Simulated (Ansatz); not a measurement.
## (SiC)1(MgO)3 [0001] superlattice, started as wurtzite: following an unstable mode

Wanted: the energy along a soft mode of (SiC)1(MgO)3 [0001] superlattice, started as wurtzite and the structure at the end.

Method: DFT PBEsol, scalar-relativistic, plane waves, PAW, in Ansatz 0.2.0.

Report form: the programs' logs are mostly left out.

The structure was built from a prototype and need not be the compound's stable phase.

### Step 1. Set-up

Symmetry: P3m1, No. 156, trigonal system. Conventional cell: a = 3.315 Å, b = 3.315 Å, c = 10.338 Å, α = 90.00°, β = 90.00°, γ = 120.00°. Nearest to C lie 1 Si at 1.70 Å and 3 Mg at 2.08 Å. Nearest to Mg lie 1 O at 2.02 Å and 3 C at 2.08 Å. Nearest to Mg lie 4 O at 1.97 to 2.01 Å. Mg has 4 O at 1.97 to 2.09 Å nearest. O has 4 Mg at 1.97 to 2.02 Å nearest. O has 4 Mg at 1.97 to 2.01 Å nearest. Farther neighbours and most contacts between anions are not listed.

### Step 2. Linear response at the zone centre

The cell comes from relaxations at this level that are not shown. The zone centre is the only wavevector solved here; it holds the modes that light can see, as far as symmetry allows. No field response is asked, since the mesh shows no gap.

input.yaml reads:

```yaml
crystal:
  lattice:
    - [3.3151963347, 0.0, 0.0]
    - [-1.6575981673, 2.8710442444, 0.0]
    - [0.0, 0.0, 10.3376472504]
  atoms:
    - { symbol: C, position: [0.3333333333, 0.6666666667, 0.1757132718] }
    - { symbol: Mg, position: [0.6666666667, 0.3333333333, 0.2549953568] }
    - { symbol: Mg, position: [0.3333333333, 0.6666666667, 0.495321953] }
    - { symbol: Mg, position: [0.6666666667, 0.3333333333, 0.7348127706] }
    - { symbol: O, position: [0.6666666667, 0.3333333333, 0.4508227608] }
    - { symbol: O, position: [0.3333333333, 0.6666666667, 0.6900257389] }
    - { symbol: O, position: [0.6666666667, 0.3333333333, 0.9369077861] }
    - { symbol: Si, position: [0.3333333333, 0.6666666667, 0.0114003619] }
kpoints:
  mp_grid: { grid: [12, 12, 4] }
hamiltonian:
  xc: pbesol
scf:
  occupations: { method: methfessel_paxton, width: 0.2 }
output:
  eigenvalues: true
phonons:
  method: dfpt
```

Command:

```sh
> ansatz run input.yaml --threads 4 --pin off --max-ram 14336MiB --backend cpu --events-out ev --progress --plain --runs-dir out
```

Run time: 2.4 min. Hardware: 4 threads of Intel Xeon Platinum 8488C (Sapphire Rapids), shared host; peak memory 1.9 GiB; 8.9 min of CPU time.

Numbers from this step:

```
volume per atom                                         : 12.30 Å³
gap on the k-mesh                                       : 0 eV
sum-rule residual before enforcement                    : 2.23e-4 eV/Å²
point group                                             : 3m
highest optical mode at the zone centre (no LO-TO term) : 1009 cm⁻¹
lowest optical zone-centre mode                         : -307.1 cm⁻¹
```

Patterns of degenerate modes are one choice out of their space. The modes at Γ (shares of kinetic energy by element, %) (negative means imaginary):

| mode | frequency (cm⁻¹) | symmetry | C % | Mg % | O % | Si % |
| --- | --- | --- | --- | --- | --- | --- |
| 1 | -307.1 | E | 0 | 0 | 65 | 34 |
| 2 | -307.1 | E | 0 | 0 | 65 | 34 |
| 3 | 0.0 | acoustic | 7 | 45 | 30 | 17 |
| 4 | 0.0 | acoustic | 7 | 45 | 30 | 17 |
| 5 | 0.0 | acoustic | 7 | 45 | 30 | 17 |
| 6 | 112.2 | E | 0 | 23 | 38 | 39 |
| 7 | 112.2 | E | 0 | 23 | 38 | 39 |
| 8 | 130.9 | E | 17 | 62 | 15 | 6 |
| 9 | 130.9 | E | 17 | 62 | 15 | 6 |
| 10 | 178.1 | E | 7 | 61 | 29 | 3 |
| 11 | 178.1 | E | 7 | 61 | 29 | 3 |
| 12 | 225.2 | A1 | 12 | 40 | 16 | 32 |
| 13 | 271.1 | A1 | 0 | 64 | 34 | 2 |
| 14 | 384.6 | A1 | 1 | 70 | 23 | 7 |
| 15 | 446.5 | A1 | 2 | 29 | 54 | 15 |
| 16 | 506.9 | A1 | 1 | 21 | 76 | 2 |
| 17 | 530.3 | E | 0 | 37 | 63 | 0 |
| 18 | 530.3 | E | 0 | 37 | 63 | 0 |
| 19 | 533.0 | E | 2 | 39 | 60 | 0 |
| 20 | 533.0 | E | 2 | 39 | 60 | 0 |
| 21 | 545.3 | E | 66 | 32 | 2 | 0 |
| 22 | 545.3 | E | 66 | 32 | 2 | 0 |
| 23 | 558.5 | A1 | 0 | 29 | 68 | 3 |
| 24 | 1009.4 | A1 | 76 | 1 | 0 | 22 |

Displacements in mode 1 (-307.1 cm⁻¹), the largest set to 1:
```
C1  -0.10  0.00  0.00
Mg2 -0.05  0.00  0.00
Mg3  0.00  0.00  0.00
Mg4  0.05  0.00  0.00
O5   0.00  0.00  0.00
O6   0.04  0.00  0.00
O7   1.00  0.00  0.00
Si8 -0.55  0.00  0.00
```

Displacements in mode 19 (533.0 cm⁻¹), the largest set to 1:
```
C1  -0.21 -0.14  0.00
Mg2  0.08  0.05  0.00
Mg3 -0.65 -0.45  0.00
Mg4 -0.21 -0.14  0.00
O5   1.00  0.69  0.00
O6   0.33  0.23  0.00
O7   0.00  0.00  0.00
Si8  0.00  0.00  0.00
```

Before it was imposed, the acoustic sum rule was missed by 2.2e-4 eV/Å². Small misses are needed for a sound result but don't prove that mesh and cutoff are converged. The lowest optical mode is imaginary, 307.1i cm⁻¹, so the energy falls along it.

### Step 3. The mode frozen in, largest atomic shift 0 Å

The mode followed lies at Γ with frequency 307.2i cm⁻¹ and is 2-fold degenerate, the softest among the wavevectors solved. At small amplitude the distorted cell has space group no. 1 by a symmetry search on the positions. The undistorted cell that holds it gives the zero of energy on the same k mesh.

input.yaml: that of step 2 with these lines changed.

```diff
@@ -21,4 +21,4 @@
 output:
+  forces: true
+  stress: true
   eigenvalues: true
-phonons:
-  method: dfpt
```

Run time: 4.3 s. Hardware: 4 threads; peak memory 0.54 GiB.

Numbers from this step:

* pressure: 2.43e-4 GPa
* energy from the undistorted cell: 0 meV/atom

The run ends at a pressure of 0.00 GPa, with forces up to 5.0e-4 eV/Å.

### Step 4. The mode frozen in, largest atomic shift 0.32 Å

The atoms are moved along the unstable eigenvector, the largest shift by 0.32 Å, with the cell fixed.

input.yaml, the sections that differ from step 3:

```yaml
crystal:
  lattice:
    - [3.3151963347, 0.0, 0.0]
    - [-1.6575981673, 2.8710442444, 0.0]
    - [0.0, 0.0, 10.3376472504]
  atoms:
    - { symbol: C, position: [0.3428721204, 0.6669654155, 0.1757132718] }
    - { symbol: Mg, position: [0.6713557117, 0.3334801913, 0.2549953568] }
    - { symbol: Mg, position: [0.3329185283, 0.6666536752, 0.495321953] }
    - { symbol: Mg, position: [0.6621876429, 0.3331930531, 0.7348127706] }
    - { symbol: O, position: [0.6666408386, 0.3333325244, 0.4508227608] }
    - { symbol: O, position: [0.329756991, 0.6665546579, 0.6900257389] }
    - { symbol: O, position: [0.5686430679, 0.3302632952, 0.9369077861] }
    - { symbol: Si, position: [0.3873236334, 0.6683576093, 0.0114003619] }
# kpoints, hamiltonian, scf, output: as in step 3
```

Wall time 17 s (4 threads); peak memory 0.99 GiB; 67 s of CPU time.

Numbers from this step:

```yaml
pressure: 2.079 GPa
energy_from_the_undistorted_cell: -23.75 meV/atom
```

The energy, extrapolated to zero smearing, is -23.75 meV/atom against the undistorted cell.

The run ends at a pressure of 2.08 GPa, with forces up to 0.98 eV/Å.

### Step 5. Energy along the mode, all amplitudes (two of the runs are shown above)

An imaginary frequency means negative curvature, so the energy should fall and then rise again as anharmonic terms take over.

This step gave:

* depth at the lowest point sampled: 23.75 meV/atom
* largest atomic shift at that point: 0.32 Å

The energy from the parent by largest shift of an atom, one sign:

| largest shift of an atom, one sign (Å) | energy from the parent (meV/atom) |
| --- | --- |
| 0.000 | 0 |
| 0.040 | -0.863 |
| 0.080 | -3.30 |
| 0.140 | -9.08 |
| 0.220 | -18.0 |
| 0.320 | -23.8 |
| 0.450 | -3.99 |
| 0.600 | 88.3 |

Displacement at unit largest shift by atom:

| atom | x (Å) | y (Å) | z (Å) | size |
| --- | --- | --- | --- | --- |
| C1 | 0.10 | 0.00 | 0.00 | 0.10 |
| Mg2 | 0.05 | 0.00 | 0.00 | 0.05 |
| Mg3 | 0.00 | 0.00 | 0.00 | 0.00 |
| Mg4 | -0.05 | 0.00 | 0.00 | 0.05 |
| O5 | 0.00 | 0.00 | 0.00 | 0.00 |
| O6 | -0.04 | 0.00 | 0.00 | 0.04 |
| O7 | -1.00 | -0.03 | 0.00 | 1.00 |
| Si8 | 0.55 | 0.01 | 0.00 | 0.55 |

The lowest of the steps tried is at 0.32 Å, 23.8 meV/atom below the parent; the bottom of the well need not coincide with a step.

### Step 6. Relaxation from the frozen mode

Starting from the lowest point found, all atoms and the cell are let go, so that strain and other modes of the same symmetry can join in.

input.yaml: that of step 4 with these lines changed.

```diff
@@ -24 +24,6 @@
   eigenvalues: true
+relax:
+  adjacent_minimum: "off"
+  f_tol: 0.002
+  max_steps: 120
+  cell: { stress_tol: 0.03 }
```

It took 4.8 min on 4 threads; peak memory 1.1 GiB; 19 min of CPU time.

The steps of the relaxation:

| step | energy less that of the first step (eV) | largest force component (eV/Å) | pressure (GPa) | volume (Å³) |
| --- | --- | --- | --- | --- |
| 1 | 0.0000 | 0.9592 | 2.08 | 98.39 |
| 2 | -0.1266 | 0.4711 | 0.30 | 99.98 |
| 3 | -0.2239 | 0.4502 | -1.34 | 101.66 |
| 4 | -0.2967 | 0.4137 | -0.24 | 100.00 |
| 5 | -0.3357 | 0.1611 | 0.08 | 99.31 |
| 6 | -0.3418 | 0.2735 | 0.19 | 99.29 |
| 7 | -0.3436 | 0.0618 | -0.04 | 99.41 |
| 8 | -0.3438 | 0.0114 | -0.05 | 99.41 |
| 9 | -0.3439 | 0.0026 | 0.00 | 99.37 |
| 10 | -0.3439 | 0.0013 | 0.00 | 99.37 |
| 11* | -0.3895 | 0.0032 | 0.54 | 99.37 |
| 12 | -0.3972 | 0.1337 | -0.02 | 99.68 |
| 13 | -0.3983 | 0.0195 | 0.01 | 99.70 |
| 14 | -0.3984 | 0.0053 | 0.00 | 99.70 |
| 15 | -0.3984 | 0.0040 | -0.01 | 99.70 |
| 16 | -0.3984 | 0.0008 | 0.00 | 99.70 |
| 17* | -0.4002 | 0.0007 | 0.02 | 99.70 |
| 18 | -0.4003 | 0.0014 | 0.00 | 99.69 |
| 19* | -0.4003 | 0.0014 | 0.00 | 99.69 |

Relaxation steps marked * repeat the geometry before them on a plane-wave basis chosen anew for their cell, so energy and pressure can jump there.

| cell as run | before | after | change |
| --- | --- | --- | --- |
| a (Å) | 3.315 | 3.502 | +5.6 % |
| b (Å) | 3.315 | 3.131 | -5.6 % |
| c (Å) | 10.338 | 10.274 | -0.6 % |
| β (°) | 90.00 | 82.49 | -8.3 % |
| γ (°) | 120.00 | 116.55 | -2.9 % |
| volume (Å³/atom) | 12.30 | 12.46 | +1.3 % |

The atoms that moved most (Å, as changes of fractional coordinates times the final cell):

| atom | dx | dy | dz | length |
| --- | --- | --- | --- | --- |
| Mg2 | 0.325 | 0.204 | 0.043 | 0.386 |
| O6 | -0.324 | -0.185 | -0.046 | 0.376 |
| C1 | 0.289 | 0.191 | 0.112 | 0.364 |
| Mg4 | -0.284 | -0.163 | -0.128 | 0.352 |
| O7 | -0.196 | -0.271 | -0.073 | 0.343 |
| Si8 | 0.172 | 0.199 | 0.090 | 0.278 |
| O5 | 0.085 | 0.057 | 0.049 | 0.114 |
| Mg3 | -0.066 | -0.031 | -0.045 | 0.086 |

Numbers from this step:

```
pressure        : 0.004050 GPa
volume per atom : 12.46 Å³
```

The distorted start has space group P1; the relaxation ends in Cm.

### Step 7. The new phase in its own primitive cell

The relaxed structure is symmetrised, reduced to its primitive cell and relaxed tightly, as its phonons need.

input.yaml reads:

```yaml
crystal:
  lattice:
    - [3.1330248874, -1.5653360501, 0.0]
    - [3.1330248874, 1.5653360501, 0.0]
    - [-1.5014663637, 0.0, 10.163518339]
  atoms:
    - { symbol: C, position: [0.2721397764, 0.2721397764, 0.184306275] }
    - { symbol: Mg, position: [0.6010052404, 0.6010052404, 0.256563011] }
    - { symbol: Mg, position: [0.3424514058, 0.3424514058, 0.4913723816] }
    - { symbol: Mg, position: [0.717780218, 0.717780218, 0.7244578776] }
    - { symbol: O, position: [0.6485152048, 0.6485152048, 0.4548905667] }
    - { symbol: O, position: [0.3923754188, 0.3923754188, 0.6880316999] }
    - { symbol: O, position: [0.7616977262, 0.7616977262, 0.9318633859] }
    - { symbol: Si, position: [0.2652340575, 0.2652340575, 0.0185148022] }
kpoints:
  mp_grid: { grid: [12, 12, 4] }
hamiltonian:
  xc: pbesol
scf:
  occupations: { method: methfessel_paxton, width: 0.2 }
output:
  forces: true
  stress: true
  eigenvalues: true
relax:
  adjacent_minimum: "off"
  f_tol: 0.001
  max_steps: 60
  cell: { stress_tol: 0.01 }
```

It took 82 s on 4 threads; peak memory 0.78 GiB; 5.3 min of CPU time.

Little changed from the start: no atom moved by 0.005 Å and no cell edge by 0.1 %.

Numbers from this step:

* pressure: 8.35e-4 GPa

The largest force component left is 0.64 meV/Å and the pressure is 0.001 GPa, within the tolerances set. The cell now holds 12.46 Å³/atom.

### Step 8. Modes of the new phase

A relaxed structure may still be a saddle point, so its zone-centre modes are computed. No field response is asked, since the mesh shows no gap.

input.yaml reads:

```yaml
crystal:
  lattice:
    - [3.1331880698, -1.5652108177, -0.0013459614]
    - [3.1331880698, 1.5652108177, -0.0013459614]
    - [-1.5059108595, 0.0, 10.1644523103]
  atoms:
    - { symbol: C, position: [0.2716993332, 0.2716993332, 0.1842672265] }
    - { symbol: Mg, position: [0.6006978071, 0.6006978071, 0.25656248] }
    - { symbol: Mg, position: [0.3424671275, 0.3424671275, 0.4913788959] }
    - { symbol: Mg, position: [0.7180954942, 0.7180954942, 0.7244909027] }
    - { symbol: O, position: [0.6484661342, 0.6484661342, 0.4548680935] }
    - { symbol: O, position: [0.39264173, 0.39264173, 0.6880196939] }
    - { symbol: O, position: [0.761915043, 0.761915043, 0.931886693] }
    - { symbol: Si, position: [0.2652163786, 0.2652163786, 0.0185260144] }
kpoints:
  mp_grid: { grid: [12, 12, 4] }
hamiltonian:
  xc: pbesol
scf:
  occupations: { method: methfessel_paxton, width: 0.2 }
output:
  eigenvalues: true
phonons:
  method: dfpt
```

Run time: 3.5 min. Hardware: 4 threads; peak memory 1.9 GiB; 13 min of CPU time.

Numbers from this step:

```yaml
sum_rule_residual_before_enforcement: 2.04e-4 eV/Å²
point_group: m
highest_optical_mode_at_the_zone_centre_no_lo_to_term: 1019 cm⁻¹
lowest_optical_zone_centre_mode: 103.1 cm⁻¹
```

Patterns of degenerate modes are one choice out of their space. The modes at Γ (shares of kinetic energy by element, %):

| mode | frequency (cm⁻¹) | symmetry | C % | Mg % | O % | Si % |
| --- | --- | --- | --- | --- | --- | --- |
| 1 | 0.0 | acoustic | 7 | 45 | 30 | 17 |
| 2 | 0.0 | acoustic | 7 | 45 | 30 | 17 |
| 3 | 0.0 | acoustic | 7 | 45 | 30 | 17 |
| 4 | 103.1 | A' | 3 | 17 | 41 | 39 |
| 5 | 109.8 | A'' | 5 | 38 | 26 | 30 |
| 6 | 129.4 | A' | 18 | 60 | 19 | 3 |
| 7 | 134.7 | A'' | 11 | 49 | 24 | 15 |
| 8 | 176.2 | A'' | 6 | 59 | 28 | 6 |
| 9 | 210.6 | A' | 6 | 64 | 29 | 1 |
| 10 | 215.9 | A' | 10 | 47 | 17 | 25 |
| 11 | 238.1 | A' | 1 | 5 | 54 | 40 |
| 12 | 264.6 | A' | 0 | 62 | 33 | 4 |
| 13 | 300.2 | A'' | 0 | 1 | 69 | 30 |
| 14 | 381.9 | A' | 1 | 71 | 24 | 5 |
| 15 | 472.1 | A' | 2 | 43 | 47 | 8 |
| 16 | 482.5 | A'' | 1 | 38 | 61 | 0 |
| 17 | 494.6 | A'' | 0 | 39 | 61 | 0 |
| 18 | 502.3 | A'' | 68 | 30 | 1 | 0 |
| 19 | 511.8 | A' | 0 | 36 | 64 | 0 |
| 20 | 525.9 | A' | 0 | 37 | 63 | 0 |
| 21 | 541.7 | A' | 1 | 19 | 79 | 1 |
| 22 | 587.4 | A' | 19 | 19 | 55 | 8 |
| 23 | 589.3 | A' | 51 | 29 | 15 | 5 |
| 24 | 1019.1 | A' | 73 | 1 | 0 | 26 |

Displacements in mode 4 (103.1 cm⁻¹), the largest set to 1:
```
C1  -0.31  0.00 -0.12
Mg2 -0.28  0.00 -0.02
Mg3 -0.43  0.00  0.01
Mg4 -0.28  0.00  0.06
O5  -0.42  0.00 -0.03
O6  -0.28  0.00  0.01
O7   1.00  0.00  0.03
Si8  0.82  0.00  0.01
```

Displacements in mode 18 (502.3 cm⁻¹), the largest set to 1:
```
C1   0.00  1.00  0.00
Mg2  0.00 -0.46  0.00
Mg3  0.00 -0.05  0.00
Mg4  0.00 -0.02  0.00
O5   0.00  0.09  0.00
O6   0.00  0.02  0.00
O7   0.00  0.03  0.00
Si8  0.00 -0.05  0.00
```

Before it was imposed, the acoustic sum rule was missed by 2.0e-4 eV/Å². Small misses are needed for a sound result but don't prove that mesh and cutoff are converged. The lowest optical mode is real, 103 cm⁻¹.

### Step 9. The phases reached

The phases reached along the modes that were followed are set side by side.

Energies are those of the first relaxation, on the mesh of the frozen mode; space group, volume and gap are those of the last relaxation. Phases, by row:

| mode frozen in | space group | energy from parent (meV/atom) | volume (Å³/atom) | gap on mesh (eV) | lowest zone-centre optical mode (cm⁻¹) | largest shift (Å) |
| --- | --- | --- | --- | --- | --- | --- |
| parent | P3m1 | 0 | 12.3 | 0 | – | – |
| q = (0, 0, 0), 307i cm⁻¹ | Cm | -47.84 | 12.89 | 0.189 | -56 | 0.456 |
| q = (0, 0, 0), 307i cm⁻¹ | Cm | -73.76 | 12.46 | 0 | 103.1 | 0.604 |

### Step 10. What came out

* unstable mode of the parent: q = (0, 0, 0), 307i cm⁻¹
* depth at the lowest point sampled: 23.8 meV/atom
* largest atomic shift at that point: 0.32 Å
* space group reached (within 0.01 Å): Cm
* energy gained over the parent (first relaxation, on the mesh of the frozen mode): 73.8 meV/atom
* volume per atom, phase reached: 12.5 Å³
* lowest optical zone-centre mode, phase reached: 103 cm⁻¹
* highest optical mode at the zone centre (no LO-TO term), phase reached: 1019 cm⁻¹

**Reading.** Along this mode the structure falls into Cm, 73.8 meV/atom below the parent. At the parent's cell the well is 23.75 meV/atom deep on the steps tried, with its lowest point at a shift of 0.32 Å. Relaxing atoms and cell changes the gain by +50.01 meV/atom against the lowest step (energies at zero smearing). Most of the total comes from this relaxation. The new phase has no imaginary mode at the zone centre of its cell; other wavevectors were not checked. Of the 2 patterns followed to their end from this parent, this one reaches the lowest energy. Each path keeps the symmetry of its pattern, so a lower phase may lie along a pattern not tried. With no gap, or one that is small against the smearing, the frequencies hang on the k mesh and the smearing, most of all near Kohn anomalies. The starting cell was built on a prototype and not taken from a measurement, so the phase need not exist.

[Logs are printed without paths, hosts, clocks, repeated set-up lines and the standing remarks that a program may print on its own settings, such as how far it seeks lower states.]

[Hosts, paths, dates, database ids (printed as entryN), source tags and the programs' standing remarks are cut or masked in the printed files.]
